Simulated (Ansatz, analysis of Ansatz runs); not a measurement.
**MgB2C2 (Pnnm), Mg_i hop between voids (2.3 Å): attempt frequency at charge 0**

Aim: the prefactor of a hop in MgB2C2 (Pnnm) (Mg_i hop between voids (2.3 Å), charge 0) from the modes of the moving atom at the start and at the top of a path found beforehand. Model: a cell of 60 host atoms with 1 Mg put in.

Main program and level: Ansatz 0.2.0; plane-wave PAW DFT, PBEsol; finite-difference force constants of the moving atom alone.

## (1) The structure

The cell holds 61 atoms: 13 Mg, 24 B and 24 C. Its edges and angles: a = 8.529 Å, b = 8.529 Å, c = 8.298 Å, α = 90.0°, β = 90.0°, γ = 65.6°. It derives from MgB2C2 (space group Pnnm). Nearest the centre at fractional (0.250, 0.750, 0.333): Mg61 at 1.38 Å, B29 at 1.80 Å, B31 at 1.80 Å, C39 at 2.09 Å, C37 at 2.09 Å, C34 at 2.54 Å, C36 at 2.54 Å, C14 at 2.56 Å.

The cell's shortest repeat is 8.3 Å.

## (2) Vibrations of the moving atom at the start point

Harmonic transition-state theory takes the prefactor from the modes at the minimum and at the top. Only the moving atom is displaced, by 0.02 Å, which takes six displaced runs and a reference; the host's atoms are held.

The input, q0.start.modes/input.yaml:

```yaml
crystal:
  lattice:
    - [4.61704896, 7.1710112, 0.0]
    - [-4.61704896, 7.1710112, 0.0]
    - [0.0, 0.0, 8.29768847]
  atoms:
    - { symbol: Mg, position: [0.013399, 0.49121985, 0.16654995] }
    - { symbol: Mg, position: [0.48562852, 0.00993221, 0.16769198] }
    - { symbol: Mg, position: [-0.03503995, 0.02081802, -0.00226245] }
    - { symbol: Mg, position: [0.5350597, 0.47923781, -0.00237458] }
    - { symbol: B, position: [0.31739166, 0.43148429, 0.16699922] }
    - { symbol: B, position: [0.7951624, 0.91731956, 0.16748282] }
    - { symbol: B, position: [0.1816964, 0.0695471, 0.16724666] }
    - { symbol: B, position: [0.70393066, 0.58372826, 0.16675761] }
    - { symbol: B, position: [0.43116858, 0.80571644, -0.00370961] }
    - { symbol: B, position: [0.92337169, 0.31111466, 0.00026993] }
    - { symbol: B, position: [0.06820848, 0.69480774, -0.00345191] }
    - { symbol: B, position: [0.57661042, 0.19007434, 0.00035208] }
    - { symbol: C, position: [-0.00047444, 0.22253284, 0.16682321] }
    - { symbol: C, position: [0.51302497, 0.72078585, 0.16705031] }
    - { symbol: C, position: [0.49959072, 0.27853178, 0.16741718] }
    - { symbol: C, position: [0.98609606, 0.78028721, 0.16719919] }
    - { symbol: C, position: [0.22884807, 0.5155591, 0.00097856] }
    - { symbol: C, position: [0.70991165, -0.00266837, -0.00023021] }
    - { symbol: C, position: [0.27095116, 0.98582106, 0.00104504] }
    - { symbol: C, position: [0.7888418, 0.50399502, -0.00030937] }
    - { symbol: Mg, position: [0.00839136, 0.49435918, 0.50178795] }
    - { symbol: Mg, position: [0.49190241, 0.00467536, 0.50146428] }
    - { symbol: Mg, position: [-0.03597076, 0.02184743, 0.33662963] }
    - { symbol: Mg, position: [0.53421028, 0.48019805, 0.33650563] }
    - { symbol: B, position: [0.31354986, 0.43033874, 0.50053822] }
    - { symbol: B, position: [0.79802488, 0.91699483, 0.501982] }
    - { symbol: B, position: [0.18520865, 0.07060699, 0.50010695] }
    - { symbol: B, position: [0.70130192, 0.58415476, 0.50186683] }
    - { symbol: B, position: [0.43094336, 0.80627777, 0.33769878] }
    - { symbol: B, position: [0.92252439, 0.31099546, 0.33389216] }
    - { symbol: B, position: [0.06793044, 0.69533633, 0.3379571] }
    - { symbol: B, position: [0.57577188, 0.18995026, 0.33397493] }
    - { symbol: C, position: [-0.00342563, 0.21746159, 0.50082323] }
    - { symbol: C, position: [0.50927346, 0.72034595, 0.50181588] }
    - { symbol: C, position: [0.50159677, 0.28339926, 0.50104416] }
    - { symbol: C, position: [0.99016302, 0.78113886, 0.50220209] }
    - { symbol: C, position: [0.22819811, 0.5152804, 0.33319361] }
    - { symbol: C, position: [0.71028452, -0.00292154, 0.33454688] }
    - { symbol: C, position: [0.27021485, 0.98545673, 0.33325963] }
    - { symbol: C, position: [0.78919419, 0.50372339, 0.3344747] }
    - { symbol: Mg, position: [0.00724188, 0.49638227, 0.83279615] }
    - { symbol: Mg, position: [0.4907461, 0.00666152, 0.83245649] }
    - { symbol: Mg, position: [-0.00972819, -0.00013688, 0.66727144] }
    - { symbol: Mg, position: [0.50876546, 0.50125688, 0.66697518] }
    - { symbol: B, position: [0.31389285, 0.43044149, 0.83412582] }
    - { symbol: B, position: [0.79781629, 0.91691812, 0.83237832] }
    - { symbol: B, position: [0.18556952, 0.07072979, 0.83368783] }
    - { symbol: B, position: [0.70108418, 0.58404578, 0.83225677] }
    - { symbol: B, position: [0.42502207, 0.80696575, 0.66685713] }
    - { symbol: B, position: [0.9217027, 0.3081068, 0.66736827] }
    - { symbol: B, position: [0.07408807, 0.69411237, 0.66738417] }
    - { symbol: B, position: [0.57742084, 0.19296777, 0.66688807] }
    - { symbol: C, position: [-0.00250073, 0.21765196, 0.83320161] }
    - { symbol: C, position: [0.50890881, 0.7198909, 0.83204935] }
    - { symbol: C, position: [0.50254636, 0.28360831, 0.83342711] }
    - { symbol: C, position: [0.98987613, 0.7807543, 0.83243518] }
    - { symbol: C, position: [0.22167929, 0.50475149, 0.66717847] }
    - { symbol: C, position: [0.70977579, -0.00223998, 0.66699568] }
    - { symbol: C, position: [0.27744373, 0.99632606, 0.66706549] }
    - { symbol: C, position: [0.78935394, 0.50330882, 0.66725766] }
    - { symbol: Mg, position: [0.249555, 0.75054053, 0.16721475] }
  symmetry: { detect: false }
basis:
  ecutwfc: 420
  xc_grid: 2
hamiltonian:
  xc: pbesol
kpoints:
  mp_grid: { grid: [1, 1, 1], shift: [0.25, 0.25, 0.25] }
scf:
  occupations: { method: fixed }
  max_iter: 100
phonons:
  supercell: [1, 1, 1]
  displaced_sites: [60]
  amplitude: 0.02
```

On the command line:

```console
$ ansatz run input.yaml --threads 4 --pin off --max-ram 7536MiB --backend cpu --events-out ev --progress --plain --runs-dir out
```

Numbers of over 12 decimals in the logs are rounded to 6 here.

What it wrote:

```text
[... repeated set-up lines and file paths are left out, and long positions are rounded to six places ...]
Engine: ansatz 0.2.0, x86_64-unknown-linux-gnu
Pseudopotentials: kind: paw
Pseudopotential: Mg, paw, valence charge 10, recommended cutoff 420 eV (normal), Mg.paw.azcp
Pseudopotential: B, paw, valence charge 3, recommended cutoff 420 eV (normal), B.paw.azcp
Pseudopotential: C, paw, valence charge 4, recommended cutoff 420 eV (normal), C.paw.azcp
Functional definition: PBEsol
  exchange = pbesol_x
  correlation = pbesol_c
Crystal: 61 atoms, lattice volume = 549.455 Å³
Basis set: ecut = 420 eV, 10723 PW (Γ), exchange–correlation on 120×120×120 points (8 copies of the dense FFT grid, shifted against one another)
Bands: 210, of which v1, the nominal top of the filled ones, is band 149 counted from 1 (148 counted from 0)
Symmetry: 1 space group operations
k-points: 1
Non-local potential: Mg, projectors of the file, l = 0: 3, l = 1: 2, l = 2: 1
Non-local potential: B, projectors of the file, l = 0: 2, l = 1: 2, l = 2: 1
Non-local potential: C, projectors of the file, l = 0: 2, l = 1: 2, l = 2: 1
PAW form: soft (Blöchl's): semilocal exchange-correlation on the pseudo side does not see the compensation charge
PAW frozen core: Mg, regenerated for the run's functional, and the local potential with it (the file was generated under x = pbe(κ = 0.804, μ = 0.219515), c = pbe(β = 0.066725))
PAW frozen core: B, regenerated for the run's functional, and the local potential with it (the file was generated under x = pbe(κ = 0.804, μ = 0.219515), c = pbe(β = 0.066725))
PAW frozen core: C, regenerated for the run's functional, and the local potential with it (the file was generated under x = pbe(κ = 0.804, μ = 0.219515), c = pbe(β = 0.066725))
PAW one-centre angular grid: Mg, 110 points (default); XC on 64 Gauss nodes
PAW one-centre angular grid: B, 110 points (default); XC on 64 Gauss nodes
PAW one-centre angular grid: C, 110 points (default); XC on 64 Gauss nodes
Initial density: superposition of atomic densities (neutral atoms: chi_scale 0, normalization atom), corrected by the library's trained network
Initial wavefunctions: pseudopotential atomic-orbital guess
Functional: x = pbesol(κ = 0.804, μ = 0.123457), c = pbesol(β = 0.046)
SCF iter   1: F=—  HF=-34448.160017 eV  |F-HF|=—  |Δ(HF+E_count)|=         —  Δρ=6.71e-3  dr2=3.10e-1  ethr=1.77e-3  ⟨swp⟩=5.0  Hψ=761  notcnv=0  defer=56
preconditioner: auto → Resta (q_TF=auto, 2.464 Å⁻¹)  ε∞=4.2  [insulator: Δε(μ)=0.304 eV  Ē_g=12.300 eV  n_scr=148 (ndim 8)  ℏωp=22.1 eV  f_vac=0.005  ε∞_Penn≈4.2]
SCF iter   2: F=—  HF=-34448.096988 eV  |F-HF|=—  |Δ(HF+E_count)|=   6.30e-2  Δρ=3.25e-3  dr2=5.84e-2  ethr=1.04e-4  ⟨swp⟩=2.0  Hψ=244  notcnv=0  defer=59
SCF iter   3: F=—  HF=-34448.084914 eV  |F-HF|=—  |Δ(HF+E_count)|=   1.21e-2  Δρ=8.25e-4  dr2=4.61e-3  ethr=1.96e-5  ⟨swp⟩=2.0  Hψ=229  notcnv=0  defer=59
SCF iter   4: F=—  HF=-34448.084542 eV  |F-HF|=—  |Δ(HF+E_count)|=   3.73e-4  Δρ=2.13e-4  dr2=3.64e-4  ethr=1.55e-6  ⟨swp⟩=2.0  Hψ=232  notcnv=0  defer=59
SCF iter   5: F=—  HF=-34448.084546 eV  |F-HF|=—  |Δ(HF+E_count)|=   4.41e-6  Δρ=8.14e-5  dr2=5.10e-5  ethr=1.22e-7  ⟨swp⟩=2.0  Hψ=247  notcnv=0  defer=56
SCF iter   6: F=—  HF=-34448.084509 eV  |F-HF|=—  |Δ(HF+E_count)|=   3.65e-5  Δρ=2.24e-5  dr2=5.39e-6  ethr=1.71e-8  ⟨swp⟩=2.0  Hψ=248  notcnv=0  defer=56
SCF iter   7: F=—  HF=-34448.084673 eV  |F-HF|=—  |Δ(HF+E_count)|=   1.63e-4  Δρ=8.92e-6  dr2=9.55e-7  ethr=1.81e-9  ⟨swp⟩=2.0  Hψ=226  notcnv=0  defer=56
SCF iter   8: F=—  HF=-34448.084673 eV  |F-HF|=—  |Δ(HF+E_count)|=   8.58e-8  Δρ=2.30e-6  dr2=5.89e-8  ethr=3.20e-10  ⟨swp⟩=2.0  Hψ=217  notcnv=0  defer=56
SCF iter   9: F=—  HF=-34448.084673 eV  |F-HF|=—  |Δ(HF+E_count)|=   1.28e-8  Δρ=1.09e-6  dr2=2.21e-8  ethr=1.98e-11  ⟨swp⟩=2.0  Hψ=248  notcnv=0  defer=56
SCF iter  10: F=—  HF=-34448.084673 eV  |F-HF|=—  |Δ(HF+E_count)|=   1.84e-9  Δρ=3.36e-7  dr2=1.14e-9  ethr=7.42e-12  ⟨swp⟩=2.0  Hψ=216  notcnv=0  defer=56
[...]
SCF 1 converged in 11 iterations: F = -34448.084673 eV  dr2 = 8.44e-11
  greatest PAW one-centre occupation: 1.000 electrons in one spin orbital (limit 2), on the Mg atom at site 60 (counted from 0), in its partial waves of l = 0
Initial density: handed on by an earlier stage of this run
Initial wavefunctions: those handed on with the density
[...]
SCF 2 converged in 8 iterations: F = -34448.082680 eV  dr2 = 3.75e-11
[...]
SCF 3 converged in 6 iterations: F = -34448.082658 eV  dr2 = 2.17e-11
[...]
SCF 4 converged in 8 iterations: F = -34448.081766 eV  dr2 = 3.10e-11
[...]
SCF 5 converged in 6 iterations: F = -34448.081760 eV  dr2 = 1.40e-11
[...]
SCF 6 converged in 9 iterations: F = -34448.083378 eV  dr2 = 1.12e-11
[...]
SCF 7 converged in 6 iterations: F = -34448.083444 eV  dr2 = 1.58e-11
the harmonic batch is solved at displacements of 0.01 Å and a dr2 threshold of 1.0e-9 eV too, to whose constants those of the typed 0.02 Å and 1.0e-9 eV are held (scf.occupations.method, Limitations)
[...]
SCF 8 converged in 11 iterations: F = -34448.084673 eV  dr2 = 8.44e-11
Initial wavefunctions: pseudopotential atomic-orbital guess (no wavefunctions were taken with the density)
[...]
SCF 9 converged in 8 iterations: F = -34448.084177 eV  dr2 = 1.19e-11
[...]
SCF 10 converged in 8 iterations: F = -34448.084167 eV  dr2 = 1.12e-11
[...]
SCF 11 converged in 7 iterations: F = -34448.083947 eV  dr2 = 8.54e-11
[...]
SCF 12 converged in 7 iterations: F = -34448.083944 eV  dr2 = 8.56e-11
[...]
SCF iter   8: F=-34448.084341 eV  HF=-34448.084341 eV  |F-HF|=1.46e-11  |Δ(HF+E_count)|=  9.46e-11  Δρ=6.01e-8  dr2=3.18e-11  ethr=1.00e-12  ⟨swp⟩=4.0  Hψ=575  notcnv=0
SCF 13 converged in 8 iterations: F = -34448.084341 eV  dr2 = 3.18e-11
iter 1 solved again at ethr=3.85e-7 eV; its pass at ethr=3.10e-3 eV (dr2=1.15e-3 eV) is discarded
SCF iter   1: F=—  HF=-34448.084453 eV  |F-HF|=—  |Δ(HF+E_count)|=         —  Δρ=2.53e-4  dr2=7.43e-4  ethr=3.85e-7  ⟨swp⟩=3.0  Hψ=1153  notcnv=0  defer=59
SCF iter   2: F=—  HF=-34448.084323 eV  |F-HF|=—  |Δ(HF+E_count)|=   1.30e-4  Δρ=1.06e-4  dr2=5.94e-5  ethr=2.49e-7  ⟨swp⟩=2.0  Hψ=216  notcnv=0  defer=57
SCF iter   3: F=—  HF=-34448.084212 eV  |F-HF|=—  |Δ(HF+E_count)|=   1.11e-4  Δρ=4.91e-5  dr2=1.07e-5  ethr=1.99e-8  ⟨swp⟩=2.0  Hψ=290  notcnv=0  defer=56
SCF iter   4: F=—  HF=-34448.084374 eV  |F-HF|=—  |Δ(HF+E_count)|=   1.62e-4  Δρ=8.55e-6  dr2=5.53e-7  ethr=3.58e-9  ⟨swp⟩=2.0  Hψ=303  notcnv=0  defer=56
SCF iter   5: F=—  HF=-34448.084374 eV  |F-HF|=—  |Δ(HF+E_count)|=   3.92e-8  Δρ=2.17e-6  dr2=2.21e-8  ethr=1.86e-10  ⟨swp⟩=2.0  Hψ=303  notcnv=0  defer=56
SCF iter   6: F=—  HF=-34448.084374 eV  |F-HF|=—  |Δ(HF+E_count)|=   4.90e-9  Δρ=6.12e-7  dr2=2.58e-9  ethr=7.43e-12  ⟨swp⟩=2.0  Hψ=303  notcnv=0  defer=56
SCF iter   7: F=—  HF=-34448.084374 eV  |F-HF|=—  |Δ(HF+E_count)|=  7.28e-12  Δρ=1.74e-7  dr2=2.37e-10  ethr=1.00e-12  ⟨swp⟩=2.0  Hψ=240  notcnv=0  defer=56
SCF iter   8: F=-34448.084374 eV  HF=-34448.084374 eV  |F-HF|=7.28e-12  |Δ(HF+E_count)|=  7.28e-11  Δρ=6.02e-8  dr2=3.15e-11  ethr=1.00e-12  ⟨swp⟩=4.0  Hψ=575  notcnv=0
SCF 14 converged in 8 iterations: F = -34448.084374 eV  dr2 = 3.15e-11
the harmonic batch's force constants are those of the typed 0.02 Å and are borne out by those of 0.01 Å (scf.occupations.method, Limitations); [...]
SCF converged after 11 iterations
Free energy (F): -34448.084673 eV
Harris-Foulkes:  -34448.084673 eV  (|F-HF|=7.28e-12)
Internal energy: -34448.084673 eV  (E = F + TS)
E sigma→0 (E₀):  -34448.084673 eV
Fermi energy:    9.507769 eV
--- Per-component energies (eV) ---
  E_band       = -3882.566789
  E_kinetic    = 4376.893783
  E_local      = -23917.895915  (includes V_loc(G=0)·N_el)
  E_nonlocal   = 2173.273615
  E_hartree    = 8451.761161
  E_xc         = -2315.565094
  E_vxc        = -2861.771044  (∫ρ·V_xc dr)
  E_paw        = -7746.339810  (= ΣΔE_a)
  E_vpaw       = -556.590151  (= ΣTr[D̂ρ^β])
  E_aug_tail   = 0.000096  (compensation charges beyond the density's cutoff)
  E_ewald      = -15471.837194
  E_core_change = 1.624684  (= ΣΔE_core)
  E_smearing   = -0.000000  (= −TS)
  E_closure    = 0.000000  (closes the sum)
  Σ components = -34448.084673   (vs F -34448.084673, Δ=0.00e0)
--- Forces (eV/Å), atoms counted from 1 ---
  atom   1  Mg     0.00050605     0.00062571     0.00021212
  atom   2  Mg     0.00053224     0.00005435     0.00043351
  [... 11 atoms left out ...]
  atom  14  C     -0.00098953     0.00042310    -0.00079507
  [... 1 atom left out ...]
  atom  16  C      0.00064847    -0.00111038    -0.00000485
  [... 7 atoms left out ...]
  atom  24  Mg    -0.00091489    -0.00017209    -0.00004706
  [... 4 atoms left out ...]
  atom  29  B      0.00030345    -0.00054618    -0.00167835
  [... 1 atom left out ...]
  atom  31  B     -0.00105932    -0.00052271    -0.00215643
  [... 2 atoms left out ...]
  atom  34  C     -0.00179064    -0.00009121     0.00148812
  [... 1 atom left out ...]
  atom  36  C      0.00174766     0.00000356     0.00044602
  atom  37  C     -0.00214812    -0.00704622     0.00007534
  [... 1 atom left out ...]
  atom  39  C      0.00239263     0.00404607    -0.00078436
  [... 21 atoms left out ...]
  atom  61  Mg     0.00054609     0.00014957    -0.00165642
  max |Σ_I F_I| component: 5.23e-7 eV/Å
--- Band table (eV) ---
  k-point 0: bands = ["-66.5309", "-66.5196", "-66.5194", "-66.4830", [... 202 left out ...] "17.5928", "17.6500", "17.7532", "17.8080"]
--- Phonons: 6 displaced members + reference (amplitude 0.02 Å, Σ member SCF iterations 43) ---
  symmetry images taken by strict's conditions (phonons.symmetry_images: auto; settled by no image being taken that strict refuses)
  force constants formed among 1 of 61 sites (Mg 60); the other 60 at rest. The modes move the named sites alone.
  the frequencies, the zero-point energy and the sums are of the block with the acoustic sum rule laid on its rows. Row sums over every site: 7.4e-5 eV/Å² at the most
  transpose residual: 1.8e-3 eV/Å²
  largest component of a force at the reference: 1.7e-3 eV/Å on a named site, 9.4e-3 eV/Å on a site at rest
  frequencies among the named sites at Γ of the cell (cm⁻¹): 235.77 265.65 468.35
  unstable modes among the named sites: 0
  frequencies as built, with no sum rule (cm⁻¹): 235.77 265.65 468.35
  zero-point energy: 0.060118 eV/cell   skipped modes (ω ≤ 0): 0
  not written: the harmonic force-constant file, the file of eigenvectors (these modes' are written with the force constants), the density of states and the dispersion, which are of every site
```

It took 34 s on 4 threads of Intel Xeon 6975P-C (Granite Rapids), shared host; peak memory 0.97 GiB.

The column dr2 measures how far the density is from self-consistency, as an energy; F and HF (Harris–Foulkes) agree once it is small.

Read from the output:

```yaml
free_energy: -34448.0847 eV
frequencies_of_moving_atom: 235.8, 265.6, 468.4 cm⁻¹ (negative: imaginary)
```

The three modes are 236, 266 and 468 cm⁻¹: all real, a minimum for this atom with the others held.

[end of part 1 of 2]

[Logs are printed without paths, hosts, clocks, repeated set-up lines and the standing remarks that a program may print on its own settings, such as how far it seeks lower states.]

[Hosts, paths, dates, database ids (printed as entryN), source tags and the programs' standing remarks are cut or masked in the printed files.]
